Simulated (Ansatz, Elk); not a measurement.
## TlCuAg2O4: X-ray structure factors from the self-consistent density

The structure of TlCuAg2O4 used here is made up (a known structure type with other elements) and was relaxed beforehand with PBE. The aim is the Fourier transform of its all-electron density, F(hkl), set beside the sum over free spherical atoms that refinements use.

Main program and level: Elk 11.2.3 (patched build); DFT, PBE, all-electron APW+lo, Dirac cores, scalar-relativistic bands, static density, no spin.

This account leaves out most program logs.

The structure was built from a prototype and need not be the compound's stable phase.

## 1. Starting point

It takes space group P2/m (No. 10, monoclinic). The conventional cell has a = 5.768 Å, b = 3.257 Å, c = 6.276 Å, α = 90.00°, β = 115.77°, γ = 90.00°. Nearest to Tl lie 6 O at 2.33 to 2.34 Å. Ag has 4 O at 2.40 Å nearest. Ag has 4 O at 2.22 Å nearest. Nearest to Cu lie 6 O at 1.91 to 2.35 Å. Nearest to O lie 2 Ag at 2.22 Å and 1 Tl at 2.33 Å and 2 Cu at 2.35 Å. O has 1 Cu at 1.91 Å and 2 Tl at 2.34 Å and 2 Ag at 2.40 Å nearest. Farther neighbours and most contacts between anions are not listed.

As a file:

```cif
data_structure
_symmetry_space_group_name_H-M 'P 1'
_symmetry_Int_Tables_number 1
_cell_length_a 6.4169
_cell_length_b 3.2570
_cell_length_c 5.7682
_cell_angle_alpha 90.000
_cell_angle_beta 118.273
_cell_angle_gamma 90.000
_cell_volume 106.17
loop_
_atom_site_label
_atom_site_type_symbol
_atom_site_fract_x
_atom_site_fract_y
_atom_site_fract_z
_atom_site_occupancy
Tl1 Tl 0.50000 0.50000 0.00000 1
Ag2 Ag 0.00000 0.50000 0.50000 1
Ag3 Ag 0.00000 0.00000 0.00000 1
Cu4 Cu 0.50000 0.00000 0.50000 1
O5 O 0.74164 0.50000 0.80084 1
O6 O 0.68837 0.00000 0.32396 1
O7 O 0.25836 0.50000 0.19916 1
O8 O 0.31163 0.00000 0.67604 1
```

## 2. Ground state and structure factors

An all-electron density is needed, since X-rays see the cores too. Task 0 finds the density and task 195 Fourier-transforms it; tshift is off so that phases refer to the origin typed.

Input file elk.in:

```
tasks
  0
  195

xctype
  20

spinpol
  .false.

rgkmax
  7.0

gmaxvr
  14.0

lmaxo
  7

lmaxapw
  8

swidth
  0.002

tshift
  .false.

ramdisk
  .false.

hmaxvr
  5.5

maxscl
  120

epspot
  1e-06

sppath
  './'

avec
  12.11256146798 -0.00000000000 -0.57613100688
  -0.00000000000 6.15490943438 -0.00000000000
  -4.70117341776 0.00000000000 9.83441548444

atoms
  4
  'Tl.in'
  1
  0.5000000000 0.5000000000 0.0000000000   0.000000 0.000000 0.000000
  'Ag.in'
  2
  -0.0000000000 0.5000000000 0.5000000000   0.000000 0.000000 0.000000
  -0.0000000000 -0.0000000000 -0.0000000000   0.000000 0.000000 0.000000
  'Cu.in'
  1
  0.5000000000 -0.0000000000 0.5000000000   0.000000 0.000000 0.000000
  'O.in'
  4
  0.7416441998 0.5000000000 0.8008395962   0.000000 0.000000 0.000000
  0.6883657868 0.0000000000 0.3239566812   0.000000 0.000000 0.000000
  0.2583558002 0.5000000000 0.1991604038   0.000000 0.000000 0.000000
  0.3116342132 -0.0000000000 0.6760433188   0.000000 0.000000 0.000000

ngridk
  4 7 5
```

Command:

```bash
$ OMP_NUM_THREADS=4 elk
```

Run time: 1.7 min. Hardware: 4 threads of Intel Xeon Platinum 8488C (Sapphire Rapids), shared host; peak memory 0.34 GiB; 6 min of CPU time.

SFACRHO.OUT:

```text

h k l indices transformed by vhmat matrix:
   1.000000000       0.000000000       0.000000000    
   0.000000000       1.000000000       0.000000000    
   0.000000000       0.000000000       1.000000000    

      h      k      l  multipl.   |H|            Re(F)            Im(F)           |F|

      0      0      0      1   0.0000000       236.00000      0.22609470E-15   236.00000    
      1      0      0      2  0.58833264      -22.353469      0.55310516E-13   22.353469    
      1      0     -1      2  0.64009654      -45.841526      0.19886927E-13   45.841526    
      0      0     -1      2  0.65450174       47.695657     -0.49095851E-13   47.695657    
      0      1      0      2   1.0208412      -47.606321      0.69350528E-13   47.606321    
      2      0     -1      2   1.0408387       54.426751     -0.80324541E-13   54.426751    
      1      0      1      2   1.0673763      -46.881210      0.22372793E-13   46.881210    
      1      0     -2      2   1.1532809       4.1870289      0.61214447E-13   4.1870289    
     -2      0      0      2   1.1766653       152.23619      0.10844590E-12   152.23619    
     -1     -1      0      4   1.1782411       42.461005     -0.11186396E-13   42.461005    
      1      1     -1      4   1.2049234       152.90950     -0.65253979E-14   152.90950    
      0     -1     -1      4   1.2126374      -25.284796     -0.21129860E-13   25.284796    
      2      0     -2      2   1.2801931       176.92513     -0.25480125E-13   176.92513    
      0      0     -2      2   1.3090035       152.29171      0.91355571E-13   152.29171    
     -2     -1      1      4   1.4578964      -1.1567737     -0.52824650E-13   1.1567737    
      1      1      1      4   1.4769593       184.04132     -0.16224159E-12   184.04132    
      1      1     -2      4   1.5401863       47.633174     -0.10751370E-12   47.633174    
      2      1      0      4   1.5577734      -41.236335      0.49717318E-14   41.236335
```

Elk indexes on the primitive cell of elk.in and gives |H| = 4π sin θ/λ in inverse bohr. Below, one row stands for each form hkl of the conventional cell (m members, Friedel mates merged), F is for one primitive cell and the density is static (no thermal factor). Free-atom factors are Waasmaier and Kirfel's, and R is Σm||F|−|F'||/Σm|F|.

```
   hkl  m  sin θ/λ (Å⁻¹)  abs F, DFT  neutral atoms   diff.
   001  2          0.088      22.354         22.307  +0.046
   100  2          0.096      45.842         45.845  -0.003
1 0 -1  2          0.098      47.696         47.796  -0.100
   010  2          0.153      47.606         47.392  +0.215
   101  2          0.157      54.427         54.048  +0.379
1 0 -2  2          0.161      46.881         46.669  +0.212
2 0 -1  2          0.173       4.187          3.507  +0.680
   002  2          0.177     152.236        153.632  -1.396
   011  4          0.177      42.461         42.414  +0.047
   110  4          0.181     152.910        154.280  -1.370
1 1 -1  4          0.182      25.285         25.051  +0.234
   200  2          0.193     176.925        177.408  -0.483
2 0 -2  2          0.197     152.292        153.530  -1.238
   111  4          0.219       1.157          1.712  -0.556
```

## 3. The highest occupied states alone

An energy window below the Fermi level keeps the highest occupied states, to see at which angles they scatter; shallow core shells can lie inside it and anion s states outside. No new self-consistency is needed.

Changes to elk.in since step 2:

```diff
@@ -1,3 +1,2 @@
 tasks
-  0
   195
@@ -40,2 +39,5 @@
 
+wsfac
+  -0.176300 0.491190
+
 sppath
```

Command:

```bash
$ OMP_NUM_THREADS=4 elk
```

It took 13 s on 4 threads; peak memory 0.21 GiB.

States within 10 eV below the Fermi level hold 52.00 electrons; any levels below the window count with the cores. Their amplitudes can exceed the total, where window and core parts have opposite phase:

```
   hkl  sin θ/λ (Å⁻¹)  abs F, window  abs F, all
   001          0.088          3.538      22.354
   100          0.096          9.606      45.842
1 0 -1          0.098          8.827      47.696
   010          0.153          6.953      47.606
   101          0.157          3.824      54.427
1 0 -2          0.161          7.021      46.881
2 0 -1          0.173         13.177       4.187
   002          0.177          9.447     152.236
   011          0.177          8.502      42.461
   110          0.181          9.851     152.910
```

## 4. Another functional

The difference from free atoms is small, so it is set against the change that PBEsol makes.

Changes to elk.in since step 3:

```diff
@@ -1,2 +1,3 @@
 tasks
+  0
   195
@@ -4,3 +5,3 @@
 xctype
-  20
+  22
 
@@ -39,5 +40,2 @@
 
-wsfac
-  -0.176300 0.491190
-
 sppath
```

Command:

```bash
$ OMP_NUM_THREADS=4 elk
```

Elapsed: 1.9 min, on 4 threads; peak memory 0.35 GiB; 6.7 min of CPU time.

Against the first run R = 0.03 %; the largest change is -0.146 at 1 1 -2.

## 5. Basis size

The basis and the expansions that go with it are enlarged, to see whether the differences are converged.

Changes to elk.in since step 4:

```diff
@@ -5,3 +5,3 @@
 xctype
-  22
+  20
 
@@ -11,12 +11,12 @@
 rgkmax
-  7.0
+  8.5
 
 gmaxvr
-  14.0
+  18.0
 
 lmaxo
-  7
+  9
 
 lmaxapw
-  8
+  10
```

Command:

```bash
$ OMP_NUM_THREADS=4 elk
```

It took 4.9 min on 4 threads; peak memory 0.61 GiB.

Against the first run R = 0.02 %; the largest change is +0.053 at 5 0 -2.

## 6. Settings against the effect

```
                              run  R against the first run (%)  R against neutral atoms, low angle (%)  wall time
                    PBE, rgkmax 7                         0.00                                    0.59    1.7 min
                           PBEsol                         0.03                                    0.59    1.9 min
rgkmax 8.5 with larger expansions                         0.02                                    0.59    4.9 min
```

## 7. Outcome

```json
{
 "R against neutral atoms, sin θ/λ < 0.3 Å⁻¹": "0.59 %",
 "R against neutral atoms, 0.3 to 0.51 Å⁻¹": "0.21 %"
}
```

What this shows: Independent neutral atoms miss the calculated amplitudes by R = 0.59 % below 0.3 Å⁻¹ and 0.21 % from there to 0.51 Å⁻¹; by shells, 0.13 % below 0.15 Å⁻¹ (3 forms), 0.61 % 0.15 to 0.3 (29 forms), 0.21 % 0.3 to 0.45 (70 forms), 0.20 % above 0.45 (47 forms). Bonding, aspherical density and the tables' own atoms all enter these figures, and the runs don't part them. The largest change of an amplitude is -1.40 electrons, at 002. Weak lines can change much in proportion: 111 goes from 1.71 to 1.16. The window's part falls from 52.0 electrons at the origin to at most 4.18 between 0.45 and 0.51 Å⁻¹, where compact states inside the window still scatter. Below 0.3 Å⁻¹ the changes that finished (PBEsol and rgkmax 8.5 with larger expansions) move F by R = 0.05 % at most, against the 0.59 % that separates it from free atoms. The k-mesh has no finished test. These runs have no spin, though d or f shells may be open. Spin-orbit coupling is left out, which can matter for elements this heavy. Part of the difference isn't bonding: the tables are fits to free atoms and ions calculated by other methods than this functional. Thermal motion, anomalous dispersion and extinction are left out.

[Logs are printed without paths, hosts, clocks, repeated set-up lines and the standing remarks that a program may print on its own settings, such as how far it seeks lower states.]

[Hosts, paths, dates, database ids (printed as entryN), source tags and the programs' standing remarks are cut or masked in the printed files.]
